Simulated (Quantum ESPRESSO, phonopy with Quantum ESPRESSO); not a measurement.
**KF (Fm-3m): a volume series of phonon spectra**

Wanted: mode Grüneisen parameters of KF and a free-energy fit over volumes.

Experimental results on record:
- volume expansion coefficient 104.4 1e-6/K and heat capacity C_P per formula unit 49 J/mol/K near room temperature (given in “High-Throughput Prediction of Finite-Temperature Properties using the Quasi-Harmonic Approximation”, 2016, arXiv:1603.06924)
- volume expansion coefficient 95.1 1e-6/K near room temperature (given in “Descriptors for thermal expansion in solids”, 2017, arXiv:1701.03966)

Main program and level: Quantum ESPRESSO 7.5; DFT LDA, scalar-relativistic, plane waves, GBRV ultrasoft pseudopotentials.

Report form: the programs' logs are mostly left out.

### 1. Starting point

It takes space group Fm-3m (No. 225, cubic). Conventional cell: a = 5.344 Å, b = 5.344 Å, c = 5.344 Å, α = 90.00°, β = 90.00°, γ = 90.00°. Nearest to K lie 6 F at 2.67 Å. Nearest to F lie 6 K at 2.67 Å. Farther neighbours and most contacts between anions are not listed.

### 2. A first coarse run

A cheap single point shows whether the cell is a metal or an insulator and how far it is from rest; that sets the k-mesh and the occupations of what follows.

File probe.in:

```
 &control
    calculation='scf',
    prefix='x',
    outdir='./tmp',
    pseudo_dir='./pseudo',
    tprnfor=.true.,
    tstress=.true.,
    verbosity='high',
 /
 &system
    ibrav=0,
    nat=2,
    ntyp=2,
    ecutwfc=45.0,
    ecutrho=270.0,
    occupations='smearing',
    smearing='gaussian',
    degauss=0.01,
 /
 &electrons
    conv_thr=1.0d-07,
    mixing_beta=0.7,
    electron_maxstep=100,
 /
ATOMIC_SPECIES
 K      39.0983  K.upf
 F      18.9984  F.upf
CELL_PARAMETERS angstrom
     0.000000000    2.671850000    2.671850000
     2.671850000    0.000000000    2.671850000
     2.671850000    2.671850000    0.000000000
ATOMIC_POSITIONS crystal
 K      0.000000000   0.000000000   0.000000000
 F      0.500000000   0.500000000   0.500000000
K_POINTS automatic
 6 6 6 0 0 0
```

Run with:

```sh
> OMP_NUM_THREADS=1 mpirun -n 8 pw.x -nk 8 -in probe.in > probe.out
```

Elapsed: 3.5 s, on 8 MPI ranks of Intel Xeon at 2.70GHz, shared host; 19 s of CPU time.

Numbers from this step:

```yaml
volume_per_atom: 19.07 Å³
pressure: -3.693 GPa
gap_on_the_k_mesh: 5.793 eV
```

The start is under -3.7 GPa at this level and looks like an insulator or semiconductor on this mesh.

### 3. Relaxation

Phonons are second derivatives about a minimum, so cell and atoms are relaxed first, inside the symmetry of the start.

File relax.in:

```
 &control
    calculation='vc-relax',
    prefix='x',
    outdir='./tmp',
    pseudo_dir='./pseudo',
    tprnfor=.true.,
    tstress=.true.,
    forc_conv_thr=2.0d-05,
    etot_conv_thr=1.0d-07,
    nstep=40,
 /
 &system
    ibrav=0,
    nat=2,
    ntyp=2,
    ecutwfc=45.0,
    ecutrho=270.0,
    occupations='fixed',
    nbnd=10,
 /
 &electrons
    conv_thr=1.0d-11,
    mixing_beta=0.7,
    electron_maxstep=100,
 /
 &ions
 /
 &cell
    press_conv_thr=0.1,
 /
ATOMIC_SPECIES
 K      39.0983  K.upf
 F      18.9984  F.upf
CELL_PARAMETERS angstrom
     0.000000000    2.671850000    2.671850000
     2.671850000    0.000000000    2.671850000
     2.671850000    2.671850000    0.000000000
ATOMIC_POSITIONS crystal
 K      0.000000000   0.000000000   0.000000000
 F      0.500000000   0.500000000   0.500000000
K_POINTS automatic
 8 8 8 0 0 0
```

Run with:

```sh
> OMP_NUM_THREADS=1 mpirun -n 8 pw.x -nk 8 -in relax.in > relax.out
```

Elapsed: 15 s, on 8 MPI ranks; 1.9 min of CPU time.

The steps of the relaxation:

```tsv
step	energy less that of the first step (eV)	largest force (eV/Å)	volume (Å³)
1	0.0000	0.0000	38.15
2	-0.0160	0.0000	37.41
3	-0.0345	0.0000	36.33
4	-0.0486	0.0000	34.75
5	-0.0493	0.0000	34.29
6	-0.0493	0.0000	34.33
7	-0.0493	0.0000	34.33
8	-0.0453	0.0000	34.33
```

```tsv
conventional cell, symmetrised	before	after	change
a (Å)	5.344	5.159	-3.5 %
b (Å)	5.344	5.159	-3.5 %
c (Å)	5.344	5.159	-3.5 %
volume (Å³/atom)	19.07	17.17	-10.0 %
```

The relaxed structure:

```
K F
1.0
     0.00000    2.57964    2.57964
     2.57964    0.00000    2.57964
     2.57964    2.57964    0.00000
K F
1 1
Cartesian
  0.0000 0.0000 0.0000
  2.5796 2.5796 2.5796
```

This step gave:

- volume per atom: 17.17 Å³
- pressure: -0.246 GPa
- gap on the k-mesh: 6.361 eV

After the last step pw.x solved the final cell once more on a basis chosen for it, which moves the energy without moving the atoms.

### 4. Self-consistent run

A tight ground state at this cell gives the energy of this member; its pressure is the stress at this cutoff, which can carry an offset from the finite basis.

File scf.in:

```
 &control
    calculation='scf',
    prefix='x',
    outdir='./tmp',
    pseudo_dir='./pseudo',
    tprnfor=.true.,
    tstress=.true.,
 /
 &system
    ibrav=0,
    nat=2,
    ntyp=2,
    ecutwfc=45.0,
    ecutrho=270.0,
    occupations='fixed',
    nbnd=10,
 /
 &electrons
    conv_thr=1.0d-12,
    mixing_beta=0.7,
    electron_maxstep=100,
 /
ATOMIC_SPECIES
 K      39.0983  K.upf
 F      18.9984  F.upf
CELL_PARAMETERS angstrom
     0.000000000    2.579641012    2.579641012
     2.579641012    0.000000000    2.579641012
     2.579641012    2.579641012    0.000000000
ATOMIC_POSITIONS crystal
 K      0.000000000   0.000000000   0.000000000
 F      0.500000000   0.500000000   0.500000000
K_POINTS automatic
 8 8 8 0 0 0
```

Run with:

```sh
> OMP_NUM_THREADS=1 mpirun -n 8 pw.x -nk 8 -in scf.in > scf.out
```

It took 4.1 s on 8 MPI ranks; 30 s of CPU time.

This step gave:

```yaml
pressure: -0.2450 GPa
```

On a basis chosen for the relaxed cell the pressure is -0.25 GPa; this rest, from the change of basis and mesh, shifts the reference volume slightly, and the fit over volumes finds the true minimum.

### 5. Born charges and dielectric tensor

In a polar crystal the Born charges and ε∞ give the long-range dipole term that a finite supercell misses. They are those of this k-mesh and were not tested on a denser one; where the gap is small they converge slowly, and the LO modes with them.

File ph.in:

```
phonons
 &inputph
    prefix='x',
    outdir='./tmp',
    fildyn='x.dyn',
    tr2_ph=1.0d-18,
    epsil=.true.,
 /
0.000000000 0.000000000 0.000000000
```

scf.in is that of step 4.

Run with:

```sh
> OMP_NUM_THREADS=1 mpirun -n 8 ph.x -nk 8 -in ph.in > ph.out
```

Elapsed: 29 s, on 8 MPI ranks; 3.8 min of CPU time.

This step gave:

* Γ frequencies: -6.97, -6.97, -6.97, 211.8, 211.8, 211.8 cm⁻¹ (negative: imaginary)
* Γ symmetry: T_1u G_15 G_4- I, T_1u G_15 G_4- I, T_1u G_15 G_4- I, T_1u G_15 G_4- I, T_1u G_15 G_4- I, T_1u G_15 G_4- I

ε∞:

```
2.10 0.00 0.00
0.00 2.10 0.00
0.00 0.00 2.10
```

Born charge (rows field, columns displacement), before the sum rule (e), principal values of the symmetric part by kind of site:

```tsv
atom	atoms with these values	low	middle	high	mean
K1	1	1.14	1.14	1.14	1.14
F2	1	-1.15	-1.15	-1.15	-1.15
```

In full for F2:

```
-1.15  0.00  0.00
 0.00 -1.15  0.00
 0.00  0.00 -1.15
```

The Born charges sum to zero within 0.0054 e; the rest is removed before use. Acoustic frequencies in this log differ from zero by the error of the sum rule, which ph.x does not impose.

### 6. A displaced supercell

One atom (for the harmonic constants) or a pair of atoms (for the cubic ones) is moved by a few hundredths of an ångström; the forces on all atoms give a column of force constants. The threshold is tight because the forces are small.

System of this step: KF. The cell holds 54 atoms: 27 K and 27 F. Its edges and angles: a = 10.944 Å, b = 10.944 Å, c = 10.944 Å, α = 60.0°, β = 60.0°, γ = 60.0°. It derives from KF, repeated 3×3×3.

File disp-00001.in:

```
 &control
    calculation='scf',
    prefix='x',
    outdir='./tmp',
    pseudo_dir='./pseudo',
    tprnfor=.true.,
    disk_io='none',
 /
 &system
    ibrav=0,
    nat=54,
    ntyp=2,
    ecutwfc=45.0,
    ecutrho=270.0,
    occupations='fixed',
    nbnd=218,
 /
 &electrons
    conv_thr=1.0d-11,
    mixing_beta=0.7,
    electron_maxstep=100,
 /
ATOMIC_SPECIES
 K      39.0983  K.upf
 F      18.9984  F.upf
CELL_PARAMETERS angstrom
     0.000000000    7.738923036    7.738923036
     7.738923036    0.000000000    7.738923036
     7.738923036    7.738923036    0.000000000
ATOMIC_POSITIONS crystal
 K      0.001827404   0.000000000   0.000000000
 K      0.333333333   0.000000000   0.000000000
 K      0.666666667   0.000000000   0.000000000
 K      0.000000000   0.333333333   0.000000000
 K      0.333333333   0.333333333   0.000000000
 K      0.666666667   0.333333333   0.000000000
 K      0.000000000   0.666666667   0.000000000
 K      0.333333333   0.666666667   0.000000000
[... 42 atom lines left out ...]
 F      0.833333333   0.500000000   0.833333333
 F      0.166666667   0.833333333   0.833333333
 F      0.500000000   0.833333333   0.833333333
 F      0.833333333   0.833333333   0.833333333
K_POINTS automatic
 2 2 2 0 0 0
```

Run with:

```sh
> OMP_NUM_THREADS=1 mpirun -n 4 pw.x -nk 4 -in disp-00001.in > disp-00001.out
```

Run time: 23 min. Hardware: 4 MPI ranks.

A gap read on the k-mesh alone can miss the band edges.

This step gave:

| Property | Result |
| --- | --- |
| gap on the k-mesh | 6.360 eV |

Force (size) by element, in eV/Å:

```tsv
element	atoms	mean	spread (r.m.s.)	least	largest
K	27	0.0064	0.0134	0.0000	0.0727
F	27	0.0039	0.0041	0.0007	0.0140
```

The atoms with the largest values:

```tsv
atom	x, y, z (Å)	force (eV/Å)
K1	0.00, 0.01, 0.01	0.0000, -0.0514, -0.0514
F34	7.74, 2.58, 7.74	0.0000, 0.0135, 0.0038
F46	7.74, 7.74, 2.58	0.0000, 0.0038, 0.0135
F48	7.74, 12.90, 7.74	0.0000, 0.0121, 0.0039
F36	7.74, 7.74, 12.90	0.0000, 0.0039, 0.0121
K2	0.00, 2.58, 2.58	0.0000, 0.0081, 0.0081
K3	0.00, 5.16, 5.16	0.0000, 0.0080, 0.0080
K4	2.58, 0.00, 2.58	0.0055, -0.0020, 0.0026
```

At this level the gap is 6.36 eV on the k-mesh of the self-consistent run, which can miss the band edges.

### 7. A displaced supercell

disp-00002.in, as its differences from disp-00001.in of step 6:

```diff
@@ -30,3 +30,3 @@
 ATOMIC_POSITIONS crystal
- K      0.001827404   0.000000000   0.000000000
+ K      0.000000000   0.000000000   0.000000000
  K      0.333333333   0.000000000   0.000000000
@@ -57,3 +57,3 @@
  K      0.666666667   0.666666667   0.666666667
- F      0.166666667   0.166666667   0.166666667
+ F      0.168494070   0.166666667   0.166666667
  F      0.500000000   0.166666667   0.166666667
```

Run with:

```sh
> OMP_NUM_THREADS=1 mpirun -n 4 pw.x -nk 4 -in disp-00002.in > disp-00002.out
```

The job ended after 24 min (4 MPI ranks; 1.6 h of CPU time).

### 8. Lattice dynamics at this volume, V/V0 1

This step: DFT LDA, scalar-relativistic, plane waves, GBRV ultrasoft pseudopotentials (phonopy with Quantum ESPRESSO 4.10.0 / 7.5).

Elapsed: 24 min, on 8 threads.

This step gave:

```
point group                              : m-3m
highest frequency                        : 339.3 cm⁻¹
Debye temperature from the second moment : 350 K
lowest frequency on the path             : 0 cm⁻¹
zero-point energy                        : 0.06637 eV/cell
Γ frequencies                            : 0, 0, 0, 211.9, 211.9, 211.9 cm⁻¹ (negative: imaginary)
```

Phonopy, LO-TO term from ph.x's tensors. Phonon branches along the path, in cm⁻¹:

```tsv
point	branch 1	branch 2	branch 3	branch 4	branch 5	branch 6
Γ	0	0	0	212	212	339
halfway	60	60	162	217	217	281
X	89	89	167	218	218	226
halfway	96	110	163	216	222	226
U	112	151	152	209	226	230
jump to K	112	151	152	209	226	230
halfway	76	112	152	194	220	298
Γ	0	0	0	212	212	339
halfway	86	86	127	205	205	318
L	130	130	196	196	211	278
halfway	127	137	182	203	216	252
W	136	136	152	214	224	224
halfway	105	122	159	217	221	226
X	89	89	167	218	218	226
```

Harmonic. Thermo, by row:

```tsv
T (K)	F_vib (meV/atom)	S (J/mol-atom/K)	C_V (J/mol-atom/K)
0	33.19	0	0
50	32.86	2.32	5.65
100	29.91	9.341	14.87
150	23.21	16.35	19.41
200	13.16	22.26	21.55
250	0.31	27.2	22.68
300	-14.9	31.4	23.33
350	-32.14	35.03	23.74
400	-51.13	38.22	24.01
450	-71.69	41.06	24.2
500	-93.64	43.62	24.34
550	-116.8	45.94	24.44
600	-141.2	48.07	24.52
650	-166.7	50.04	24.58
700	-193.1	51.86	24.63
750	-220.4	53.56	24.67
800	-248.6	55.16	24.7
850	-277.5	56.65	24.73
900	-307.2	58.07	24.75
950	-337.7	59.41	24.77
1000	-368.8	60.68	24.79
```

Phonopy on the run's constants, 19x19x19 mesh, Gaussian sigma 2.6 cm⁻¹. The modes by wavenumber; read off at these points; values in 1/cm⁻¹/cell:

```tsv
wavenumber (cm⁻¹)	F	K
-10.0	0	0
0.0	2.0e-5	4.0e-5
10.0	6.1e-5	1.3e-4
20.0	2.0e-4	4.1e-4
30.0	5.2e-4	0.00109
40.0	9.3e-4	0.00196
50.0	0.00147	0.00316
60.0	0.00183	0.00404
70.0	0.00257	0.00595
80.0	0.00375	0.00890
90.0	0.00554	0.0133
100.0	0.00647	0.0175
110.0	0.00614	0.0201
120.0	0.00658	0.0285
130.0	0.00449	0.0400
140.0	0.00410	0.0224
150.0	0.00171	0.00615
160.0	0.00402	0.0122
170.0	0.00671	0.0204
180.0	0.00637	0.0193
190.0	0.00871	0.00713
200.0	0.0387	0.00880
210.0	0.0510	0.0213
214.8	0.0607	0.0265
217.1	0.0602	0.0269
220.0	0.0525	0.0237
230.0	0.0161	0.00355
240.0	0.0126	0.00102
250.0	0.0115	8.5e-4
260.0	0.0104	0.001
270.0	0.00941	0.00119
280.0	0.00807	0.00148
290.0	0.00619	0.00166
300.0	0.00513	0.00169
310.0	0.00397	0.00150
320.0	0.00256	0.00107
330.0	0.00165	7.5e-4
340.0	2.5e-4	1.2e-4
350.0	0	0
```

No LO-TO term. The modes at Γ (shares of kinetic energy by element, %):

```tsv
mode	frequency (cm⁻¹)	symmetry	K %	F %
1	0.0	T1u	67	33
2	0.0	T1u	67	33
3	0.0	T1u	67	33
4	211.9	T1u	33	67
5	211.9	T1u	33	67
6	211.9	T1u	33	67
```

Displacements in mode 5 (211.9 cm⁻¹), the largest set to 1:
```
K1  -0.06  0.07 -0.49
F2   0.12 -0.14  1.00
```

No mode is imaginary beyond numerical noise along the path.

The time given is that of the 2 pw.x runs on displaced cells behind this step.

The supercell is 8.9 Å across at its narrowest and was not tested against a larger one: only its own wavevectors are exact, and acoustic branches between them, with the entropy at low temperature, can be off.

### 9. Ground state at this cell, V/V0 1.015

This step: DFT LDA, scalar-relativistic, plane waves, GBRV ultrasoft pseudopotentials (Quantum ESPRESSO 7.5).

System of this step: KF. The structure is cubic, space group Fm-3m (No. 225). The conventional cell has a = 5.185 Å, b = 5.185 Å, c = 5.185 Å, α = 90.00°, β = 90.00°, γ = 90.00°. Nearest to K lie 6 F at 2.59 Å. Nearest to F lie 6 K at 2.59 Å. Farther neighbours and most contacts between anions are not listed.

scf.in: that of step 5 with these lines changed.

```diff
@@ -26,5 +26,5 @@
 CELL_PARAMETERS angstrom
-     0.000000000    2.579641012    2.579641012
-     2.579641012    0.000000000    2.579641012
-     2.579641012    2.579641012    0.000000000
+     0.000000000    2.592475258    2.592475258
+     2.592475258    0.000000000    2.592475258
+     2.592475258    2.592475258    0.000000000
 ATOMIC_POSITIONS crystal
```

Run with:

```sh
> OMP_NUM_THREADS=1 mpirun -n 8 pw.x -nk 8 -in scf.in > scf.out
```

It took 3.9 s on 8 MPI ranks.

At this level the gap is 6.28 eV on the k-mesh of the self-consistent run, which can miss the band edges.

### 10. Zone-centre response

ph.in is that of step 5.

scf.in is that of step 9.

Run with:

```sh
> OMP_NUM_THREADS=1 mpirun -n 8 ph.x -nk 8 -in ph.in > ph.out
```

Elapsed: 29 s, on 8 MPI ranks; 3.8 min of CPU time.

The Born charges sum to zero within 0.0054 e; the rest is removed before use. Acoustic frequencies in this log differ from zero by the error of the sum rule, which ph.x does not impose.

### 11. Forces on a displaced cell

System of this step: KF. The cell holds 54 atoms: 27 K and 27 F. Cell: a = 10.999 Å, b = 10.999 Å, c = 10.999 Å, α = 60.0°, β = 60.0°, γ = 60.0°. It derives from KF, repeated 3×3×3.

disp-00001.in: that of step 6 with these lines changed.

```diff
@@ -26,7 +26,7 @@
 CELL_PARAMETERS angstrom
-     0.000000000    7.738923036    7.738923036
-     7.738923036    0.000000000    7.738923036
-     7.738923036    7.738923036    0.000000000
+     0.000000000    7.777425774    7.777425774
+     7.777425774    0.000000000    7.777425774
+     7.777425774    7.777425774    0.000000000
 ATOMIC_POSITIONS crystal
- K      0.001827404   0.000000000   0.000000000
+ K      0.001818357   0.000000000   0.000000000
  K      0.333333333   0.000000000   0.000000000
```

Run with:

```sh
> OMP_NUM_THREADS=1 mpirun -n 4 pw.x -nk 4 -in disp-00001.in > disp-00001.out
```

The job ended after 23 min (4 MPI ranks; 1.5 h of CPU time).

### 12. Phonons, V/V0 1.015

This step: DFT LDA, scalar-relativistic, plane waves, GBRV ultrasoft pseudopotentials (phonopy with Quantum ESPRESSO 4.10.0 / 7.5).

The job ended after 26 min (8 threads).

No mode is imaginary beyond numerical noise along the path. The highest zone-centre mode (no LO–TO term) moved by -3.6 % for a volume change of +1.5 %.

The time given is that of the 2 pw.x runs on displaced cells behind this step.

### 13. Ground state at this cell, V/V0 0.985

This step: DFT LDA, scalar-relativistic, plane waves, GBRV ultrasoft pseudopotentials (Quantum ESPRESSO 7.5).

System of this step: KF. Symmetry: Fm-3m, No. 225, cubic system. Conventional cell: a = 5.133 Å, b = 5.133 Å, c = 5.133 Å, α = 90.00°, β = 90.00°, γ = 90.00°. K has 6 F at 2.57 Å nearest. Nearest to F lie 6 K at 2.57 Å. Farther neighbours and most contacts between anions are not listed.

scf.in: that of step 10 with these lines changed.

```diff
@@ -26,5 +26,5 @@
 CELL_PARAMETERS angstrom
-     0.000000000    2.592475258    2.592475258
-     2.592475258    0.000000000    2.592475258
-     2.592475258    2.592475258    0.000000000
+     0.000000000    2.566677773    2.566677773
+     2.566677773    0.000000000    2.566677773
+     2.566677773    2.566677773    0.000000000
 ATOMIC_POSITIONS crystal
```

Run with:

```sh
> OMP_NUM_THREADS=1 mpirun -n 8 pw.x -nk 8 -in scf.in > scf.out
```

Elapsed: 3.5 s, on 8 MPI ranks.

The run ends at a pressure of 0.45 GPa.

### 14. Zone-centre response

ph.in is that of step 10.

scf.in is that of step 13.

Run with:

```sh
> OMP_NUM_THREADS=1 mpirun -n 8 ph.x -nk 8 -in ph.in > ph.out
```

The job ended after 22 s (8 MPI ranks).

The Born charges sum to zero within 0.0055 e; the rest is removed before use. Acoustic frequencies in this log differ from zero by the error of the sum rule, which ph.x does not impose.

### 15. A displaced supercell

System of this step: KF. The cell holds 54 atoms: 27 K and 27 F. Its edges and angles: a = 10.889 Å, b = 10.889 Å, c = 10.889 Å, α = 60.0°, β = 60.0°, γ = 60.0°. It derives from KF, repeated 3×3×3.

disp-00001.in: that of step 11 with these lines changed.

```diff
@@ -26,7 +26,7 @@
 CELL_PARAMETERS angstrom
-     0.000000000    7.777425774    7.777425774
-     7.777425774    0.000000000    7.777425774
-     7.777425774    7.777425774    0.000000000
+     0.000000000    7.700033319    7.700033319
+     7.700033319    0.000000000    7.700033319
+     7.700033319    7.700033319    0.000000000
 ATOMIC_POSITIONS crystal
- K      0.001818357   0.000000000   0.000000000
+ K      0.001836633   0.000000000   0.000000000
  K      0.333333333   0.000000000   0.000000000
```

Run with:

```sh
> OMP_NUM_THREADS=1 mpirun -n 4 pw.x -nk 4 -in disp-00001.in > disp-00001.out
```

The job ended after 22 min (4 MPI ranks; 88 min of CPU time).

### 16. Lattice dynamics at this volume, V/V0 0.985

This step: DFT LDA, scalar-relativistic, plane waves, GBRV ultrasoft pseudopotentials (phonopy with Quantum ESPRESSO 4.10.0 / 7.5).

Elapsed: 24 min, on 8 threads; 3 h of CPU time.

No mode is imaginary beyond numerical noise along the path. The highest zone-centre mode (no LO–TO term) moved by +3.7 % for a volume change of -1.5 %.

The time given is that of the 2 pw.x runs on displaced cells behind this step.

### 17. Ground state at this cell, V/V0 1.03

This step: DFT LDA, scalar-relativistic, plane waves, GBRV ultrasoft pseudopotentials (Quantum ESPRESSO 7.5).

System of this step: KF. It takes space group Fm-3m (No. 225, cubic). The conventional cell has a = 5.210 Å, b = 5.210 Å, c = 5.210 Å, α = 90.00°, β = 90.00°, γ = 90.00°. Nearest to K lie 6 F at 2.61 Å. Nearest to F lie 6 K at 2.61 Å. Farther neighbours and most contacts between anions are not listed.

scf.in: that of step 14 with these lines changed.

```diff
@@ -26,5 +26,5 @@
 CELL_PARAMETERS angstrom
-     0.000000000    2.566677773    2.566677773
-     2.566677773    0.000000000    2.566677773
-     2.566677773    2.566677773    0.000000000
+     0.000000000    2.605183673    2.605183673
+     2.605183673    0.000000000    2.605183673
+     2.605183673    2.605183673    0.000000000
 ATOMIC_POSITIONS crystal
```

Run with:

```sh
> OMP_NUM_THREADS=1 mpirun -n 8 pw.x -nk 8 -in scf.in > scf.out
```

It took 4 s on 8 MPI ranks; 30 s of CPU time.

The run ends at a pressure of -1.45 GPa.

### 18. Zone-centre response

ph.in is that of step 14.

scf.in is that of step 17.

Run with:

```sh
> OMP_NUM_THREADS=1 mpirun -n 8 ph.x -nk 8 -in ph.in > ph.out
```

Wall time 28 s (8 MPI ranks).

ε∞:

```
2.07 0.00 0.00
0.00 2.07 0.00
0.00 0.00 2.07
```

The Born charges sum to zero within 0.0054 e; the rest is removed before use. Acoustic frequencies in this log differ from zero by the error of the sum rule, which ph.x does not impose.

(Continued in part 2 of 2.)

[Logs are printed without paths, hosts, clocks, repeated set-up lines and the standing remarks that a program may print on its own settings, such as how far it seeks lower states.]

[Hosts, paths, dates, database ids (printed as entryN), source tags and the programs' standing remarks are cut or masked in the printed files.]

[A step with changed settings may run another functional than the one named; its input shows which.]

[Of the runs on displaced cells, only some may be shown.]
